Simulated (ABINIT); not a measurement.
**MgSiSe3 (Pm-3m): zone-centre phonons**

Which modes does MgSiSe3 (Pm-3m) have at the zone centre?

Calculated with ABINIT 10.8.3; DFT LDA, scalar-relativistic, plane waves, HGH norm-conserving pseudopotentials.

Most raw output is cut from this account.

The structure was built from a prototype and need not be the compound's stable phase.

### 1. Starting point

It takes space group Pm-3m (No. 221, cubic). The conventional cell has a = 4.665 Å, b = 4.665 Å, c = 4.665 Å, α = 90.00°, β = 90.00°, γ = 90.00°. Nearest to Mg lie 12 Se at 3.30 Å. Si has 6 Se at 2.33 Å nearest. Nearest to Se lie 2 Si at 2.33 Å and 4 Mg at 3.30 Å. Farther neighbours and most contacts between anions are not listed.

### 2. A probe with smearing

A first run with smearing and empty bands tells whether the crystal has a gap, which decides between fixed occupations and smearing later on.

Contents of probe.abi:

```
# ground state
tolvrs 1.0d-08
prtden 1
prtwf 1

# basis, mesh and filling
ecut 38.0
ecutsm 3.0
ixc 7
ngkpt 4 4 4
nshiftk 1
shiftk 0.0 0.0 0.0
istwfk *1
occopt 7
tsmear 0.005
nband 19
nstep 100
diemac 9.0
prtebands 0
prtgsr 0
useylm 1

# cell and atoms
acell 8.815194426 8.815194426 8.815194426
rprim 
    1.0 0.0 0.0
    0.0 1.0 0.0
    0.0 0.0 1.0
ntypat 3
znucl 12 14 34
natom 5
typat 1 2 3 3 3
xred 
    0.0 0.0 0.0
    0.5 0.5 0.5
    0.5 0.5 0.0
    0.5 0.0 0.5
    0.0 0.5 0.5
pp_dirpath "./pseudo"
pseudos "Mg.hgh, Si.hgh, Se.hgh"
```

The run is started by

```
$ OMP_NUM_THREADS=1 mpirun -n 4 abinit probe.abi > probe.log
```

Run time: 20 s. Hardware: 4 MPI ranks of Arm Neoverse N1, shared host.

This step gave:

```yaml
volume_per_atom: 20.30 Å³
pressure: 4.859 GPa
gap_on_the_k_mesh: 0 eV
```

No gap opens on this mesh, so smearing is kept.

### 3. Rough relaxation

The typed start is rough, so a first relaxation with smearing and loose thresholds takes it towards rest cheaply.

Contents of prerelax.abi:

```
# relaxation
ionmov 2
optcell 2
dilatmx 1.15
chkdilatmx 0
ntime 40
tolmxf 3.0d-04
tolvrs 1.0d-10
prtwf 0
prtden 0
chksymtnons 0

# basis, mesh and filling
ecut 30.4
ecutsm 3.0
ixc 7
ngkpt 4 4 4
nshiftk 1
shiftk 0.0 0.0 0.0
istwfk *1
occopt 7
tsmear 0.005
nband 19
nstep 100
diemac 1000000.0
prtebands 0
prtgsr 0
useylm 1

# cell and atoms
acell 8.815194426 8.815194426 8.815194426
rprim 
    1.0 0.0 0.0
    0.0 1.0 0.0
    0.0 0.0 1.0
ntypat 3
znucl 12 14 34
natom 5
typat 1 2 3 3 3
xred 
    0.0 0.0 0.0
    0.5 0.5 0.5
    0.5 0.5 0.0
    0.5 0.0 0.5
    0.0 0.5 0.5
pp_dirpath "./pseudo"
pseudos "Mg.hgh, Si.hgh, Se.hgh"
```

The run is started by

```
$ OMP_NUM_THREADS=1 mpirun -n 4 abinit prerelax.abi > prerelax.log
```

The job ended after 93 s (4 MPI ranks).

The steps of the relaxation:

| step | energy less that of the first step (eV) | largest force (eV/Å) | volume (Å³) |
| --- | --- | --- | --- |
| 1 | 0.0000 | 0.0000 | 101.51 |
| 2 | -0.0401 | 0.0000 | 103.03 |
| 3 | -0.0957 | 0.0000 | 107.79 |
| 4 | -0.0960 | 0.0000 | 108.18 |

| conventional cell, symmetrised | before | after | change |
| --- | --- | --- | --- |
| a (Å) | 4.665 | 4.765 | +2.1 % |
| b (Å) | 4.665 | 4.765 | +2.1 % |
| c (Å) | 4.665 | 4.765 | +2.1 % |
| volume (Å³/atom) | 20.30 | 21.64 | +6.6 % |

Final coordinates:

```xyz
5
Lattice="4.7648 0.0000 0.0000 0.0000 4.7648 0.0000 0.0000 0.0000 4.7648" Properties=species:S:1:pos:R:3 pbc="T T T"
Mg    0.0000    0.0000    0.0000
Si    2.3824    2.3824    2.3824
Se    2.3824    2.3824    0.0000
Se    2.3824    0.0000    2.3824
Se    0.0000    2.3824    2.3824
```

This step gave:

* volume per atom: 21.64 Å³
* pressure: 0.01587 GPa

The volume changes by +6.6 % in this run and stands +6.6 % from the first cell.

### 4. Relaxing the cell and atoms

The harmonic expansion needs vanishing forces, and a free crystal bears no stress, so cell and atoms are brought to rest. Stress is more sensitive to the basis than forces are: the last 3 Ha under the cutoff are smoothed with ecutsm.

Contents of relax.abi:

```
# relaxation
ionmov 2
optcell 2
dilatmx 1.08
ntime 40
tolmxf 1.0d-05
tolvrs 1.0d-14
prtwf 0
prtden 0
chksymtnons 0

# basis, mesh and filling
ecut 38.0
ecutsm 3.0
ixc 7
ngkpt 6 6 6
nshiftk 1
shiftk 0.0 0.0 0.0
istwfk *1
occopt 6
tsmear 0.01
nband 19
nstep 100
diemac 1000000.0
prtebands 0
prtgsr 0
useylm 1

# cell and atoms
acell 9.004198575 9.004198575 9.004198575
rprim 
    1.0 0.0 0.0
    0.0 1.0 0.0
    0.0 0.0 1.0
ntypat 3
znucl 12 14 34
natom 5
typat 1 2 3 3 3
xred 
    0.0 0.0 0.0
    0.5 0.5 0.5
    0.5 0.5 0.0
    0.5 0.0 0.5
    0.0 0.5 0.5
pp_dirpath "./pseudo"
pseudos "Mg.hgh, Si.hgh, Se.hgh"
```

The run is started by

```
$ OMP_NUM_THREADS=1 mpirun -n 4 abinit relax.abi > relax.log
```

The job ended after 2.6 min (4 MPI ranks).

Step by step:

| step | energy less that of the first step (eV) | largest force (eV/Å) | volume (Å³) |
| --- | --- | --- | --- |
| 1 | 0.0000 | 0.0000 | 108.18 |
| 2 | -0.0001 | 0.0000 | 108.10 |
| 3 | -0.0003 | 0.0000 | 107.77 |

| conventional cell, symmetrised | before | after | change |
| --- | --- | --- | --- |
| a (Å) | 4.765 | 4.759 | -0.1 % |
| b (Å) | 4.765 | 4.759 | -0.1 % |
| c (Å) | 4.765 | 4.759 | -0.1 % |
| volume (Å³/atom) | 21.64 | 21.55 | -0.4 % |

The relaxed structure:

```cif
data_structure
_symmetry_space_group_name_H-M 'P 1'
_symmetry_Int_Tables_number 1
_cell_length_a 4.7589
_cell_length_b 4.7589
_cell_length_c 4.7589
_cell_angle_alpha 90.000
_cell_angle_beta 90.000
_cell_angle_gamma 90.000
_cell_volume 107.77
loop_
_atom_site_label
_atom_site_type_symbol
_atom_site_fract_x
_atom_site_fract_y
_atom_site_fract_z
_atom_site_occupancy
Mg1 Mg 0.00000 0.00000 0.00000 1
Si2 Si 0.50000 0.50000 0.50000 1
Se3 Se 0.50000 0.50000 0.00000 1
Se4 Se 0.50000 0.00000 0.50000 1
Se5 Se 0.00000 0.50000 0.50000 1
```

Numbers from this step:

| Item | Value |
| --- | --- |
| volume per atom | 21.55 Å³ |
| pressure | 9.60e-4 GPa |

The volume changes by -0.4 % in this run and stands +6.2 % from the first cell.

### 5. Ground state

The response is built on these wavefunctions, so the potential is converged far more tightly than an energy would need. ecutsm is kept as in the relaxation, so that the cell stays at rest. Smearing stays on, as the first look found no gap above 0.3 eV.

Contents of gs.abi:

```
# ground state
tolvrs 1.0d-16
prtden 1
prtwf 1

# basis, mesh and filling
ecut 38.0
ecutsm 3.0
ixc 7
ngkpt 6 6 6
nshiftk 1
shiftk 0.0 0.0 0.0
istwfk *1
occopt 6
tsmear 0.01
nband 19
nstep 100
diemac 1000000.0
prtebands 0
prtgsr 0
useylm 1

# cell and atoms
acell 8.992956195 8.992956195 8.992956195
rprim 
    1.0 0.0 0.0
    0.0 1.0 0.0
    0.0 0.0 1.0
ntypat 3
znucl 12 14 34
natom 5
typat 1 2 3 3 3
xred 
    0.0 0.0 0.0
    0.5 0.5 0.5
    0.5 0.5 0.0
    0.5 0.0 0.5
    0.0 0.5 0.5
pp_dirpath "./pseudo"
pseudos "Mg.hgh, Si.hgh, Se.hgh"
```

The run is started by

```
$ OMP_NUM_THREADS=1 mpirun -n 4 abinit gs.abi > gs.log
```

It took 46 s on 4 MPI ranks.

The cell stands at 9.6e-4 GPa, close enough for phonons.

### 6. Linear response at Γ

At q = 0 one unit cell holds all displacements. The response is solved for single atoms along the cell's directions, and symmetry skips those that follow from others. The crystal is treated as a metal, which screens a static field, so no field response is asked.

Contents of dfpt_gamma.abi:

```

# common to the responses
getwfk_filepath "gso_WFK"
kptopt 2
nqpt 1
qpt 0.0 0.0 0.0
asr 0
chneut 0

# displacements
rfphon 1
rfatpol 1 5
rfdir 1 1 1
tolvrs 1.0d-10
prtwf 0

# basis, mesh and filling
ecut 38.0
ecutsm 3.0
ixc 7
ngkpt 6 6 6
nshiftk 1
shiftk 0.0 0.0 0.0
istwfk *1
occopt 6
tsmear 0.01
nband 19
nstep 100
diemac 1000000.0
prtebands 0
prtgsr 0
useylm 1

# cell and atoms
acell 8.992956195 8.992956195 8.992956195
rprim 
    1.0 0.0 0.0
    0.0 1.0 0.0
    0.0 0.0 1.0
ntypat 3
znucl 12 14 34
natom 5
typat 1 2 3 3 3
xred 
    0.0 0.0 0.0
    0.5 0.5 0.5
    0.5 0.5 0.0
    0.5 0.0 0.5
    0.0 0.5 0.5
pp_dirpath "./pseudo"
pseudos "Mg.hgh, Si.hgh, Se.hgh"
```

The run is started by

```
$ OMP_NUM_THREADS=1 mpirun -n 4 abinit dfpt_gamma.abi > dfpt_gamma.log
```

The job ended after 6.9 min (4 MPI ranks).

Read from the output:

| Quantity | Value |
| --- | --- |
| largest acoustic frequency at the zone centre before the sum rule | 0.6 cm⁻¹ |
| highest optical zone-centre mode (no LO-TO term) | 258.9 cm⁻¹ |
| lowest optical zone-centre mode | -141.6 cm⁻¹ |

The acoustic modes at Γ come out as far as 0.6 cm⁻¹ from zero, where they should vanish, a small numerical error. The lowest optical mode is imaginary, 142i cm⁻¹, an instability at this level and on this k mesh.

### 7. Modes with the sum rule

anaddb reads the merged derivatives and imposes the acoustic sum rule.

Contents of anaddb.abi:

```
ddb_filepath "gamma_DDB"
output_file "anaddb.abo"
outdata_prefix "anaddb"
asr 1
chneut 1
enunit 2
eivec 1
nph1l 1
qph1l 0.0 0.0 0.0 1.0
```

Contents of mrgddb.in:

```
gamma_DDB
merged
2
dfpt_gammao_DDB
gso_DDB
```

The run is started by

```
$ mrgddb < mrgddb.in > mrgddb.log
$ OMP_NUM_THREADS=1 anaddb anaddb.abi > anaddb.log
```

Elapsed: 0.58 s, on 1 thread.

No LO-TO term; unit eigenvectors of the mass-weighted matrix, from anaddb's displacements. Modes at Γ, with each element's share of the kinetic energy (negative means imaginary):

| mode | frequency (cm⁻¹) | Mg % | Si % | Se % |
| --- | --- | --- | --- | --- |
| 1 | -141.6 | 75 | 4 | 21 |
| 2 | -141.6 | 75 | 4 | 21 |
| 3 | -141.6 | 75 | 4 | 21 |
| 4 | -141.2 | 0 | 0 | 100 |
| 5 | -141.2 | 0 | 0 | 100 |
| 6 | -141.2 | 0 | 0 | 100 |
| 7 | -54.2 | 17 | 41 | 43 |
| 8 | -54.2 | 17 | 41 | 43 |
| 9 | -54.2 | 17 | 41 | 43 |
| 10 | 0.0 | 8 | 10 | 82 |
| 11 | 0.0 | 8 | 10 | 82 |
| 12 | 0.0 | 8 | 10 | 82 |
| 13 | 258.9 | 0 | 46 | 54 |
| 14 | 258.9 | 0 | 46 | 54 |
| 15 | 258.9 | 0 | 46 | 54 |

Displacements in mode 3 (-141.6 cm⁻¹), the largest set to 1:
```
Mg1  1.00  0.00  0.00
Si2  0.20  0.00  0.00
Se3 -0.21  0.00  0.00
Se4 -0.21  0.00  0.00
Se5  0.04  0.00  0.00
```

Displacements in mode 6 (-141.2 cm⁻¹), the largest set to 1:
```
Mg1  0.00  0.00  0.00
Si2  0.00  0.00  0.00
Se3  1.00  0.00  0.00
Se4 -1.00  0.00  0.00
Se5  0.00  0.00  0.00
```

The rule moves no optical mode by more than 0.1 cm⁻¹.

### 8. Sum rules set otherwise (asr 0)

Without the rule the raw error of the acoustic modes shows.

anaddb.abi, as its differences from that of step 7:

```diff
@@ -3,4 +3,4 @@
 outdata_prefix "anaddb"
-asr 1
-chneut 1
+asr 0
+chneut 0
 enunit 2
```

mrgddb.in is that of step 7.

Wall time 0.53 s (1 thread).

Zone-centre frequencies as printed; negative means imaginary. Modes:

| mode | frequency (cm⁻¹) |
| --- | --- |
| 1 | -141.6 |
| 2 | -141.6 |
| 3 | -141.6 |
| 4 | -141.2 |
| 5 | -141.2 |
| 6 | -141.2 |
| 7 | -54.16 |
| 8 | -54.16 |
| 9 | -54.16 |
| 10 | 0.6 |
| 11 | 0.6 |
| 12 | 0.6 |
| 13 | 258.9 |
| 14 | 258.9 |
| 15 | 258.9 |

### 9. Summary of results

```yaml
space_group_after_relaxation: Pm-3m
volume_per_atom: 21.6 Å³
highest_optical_zone_centre_mode_no_lo_to_term: 258.9 cm⁻¹
lowest_optical_zone_centre_mode: -141.6 cm⁻¹
imaginary_optical_modes_at_the_zone_centre_no_q_mesh_in_this_session: yes
```

What this shows: At the LDA level the optical modes of MgSiSe3 (Pm-3m) at the zone centre run from 142i to 259 cm⁻¹, so the structure is a saddle point, with 9 modes beyond 10i cm⁻¹ there. These are harmonic frequencies at zero temperature: anharmonic shifts and linewidths and thermal expansion are left out. The HGH files keep few electrons and have no core correction, which is cheap but rough for Mg. In a metal the frequencies hang on the k mesh and the smearing, most of all near Kohn anomalies. The structure is a hypothetical one, built on a prototype.

[Host names and launcher messages were left out of these logs when they were recorded.]

[Logs are printed without paths, hosts, clocks, repeated set-up lines and the standing remarks that a program may print on its own settings, such as how far it seeks lower states.]

[Hosts, paths, dates, database ids (printed as entryN), source tags and the programs' standing remarks are cut or masked in the printed files.]
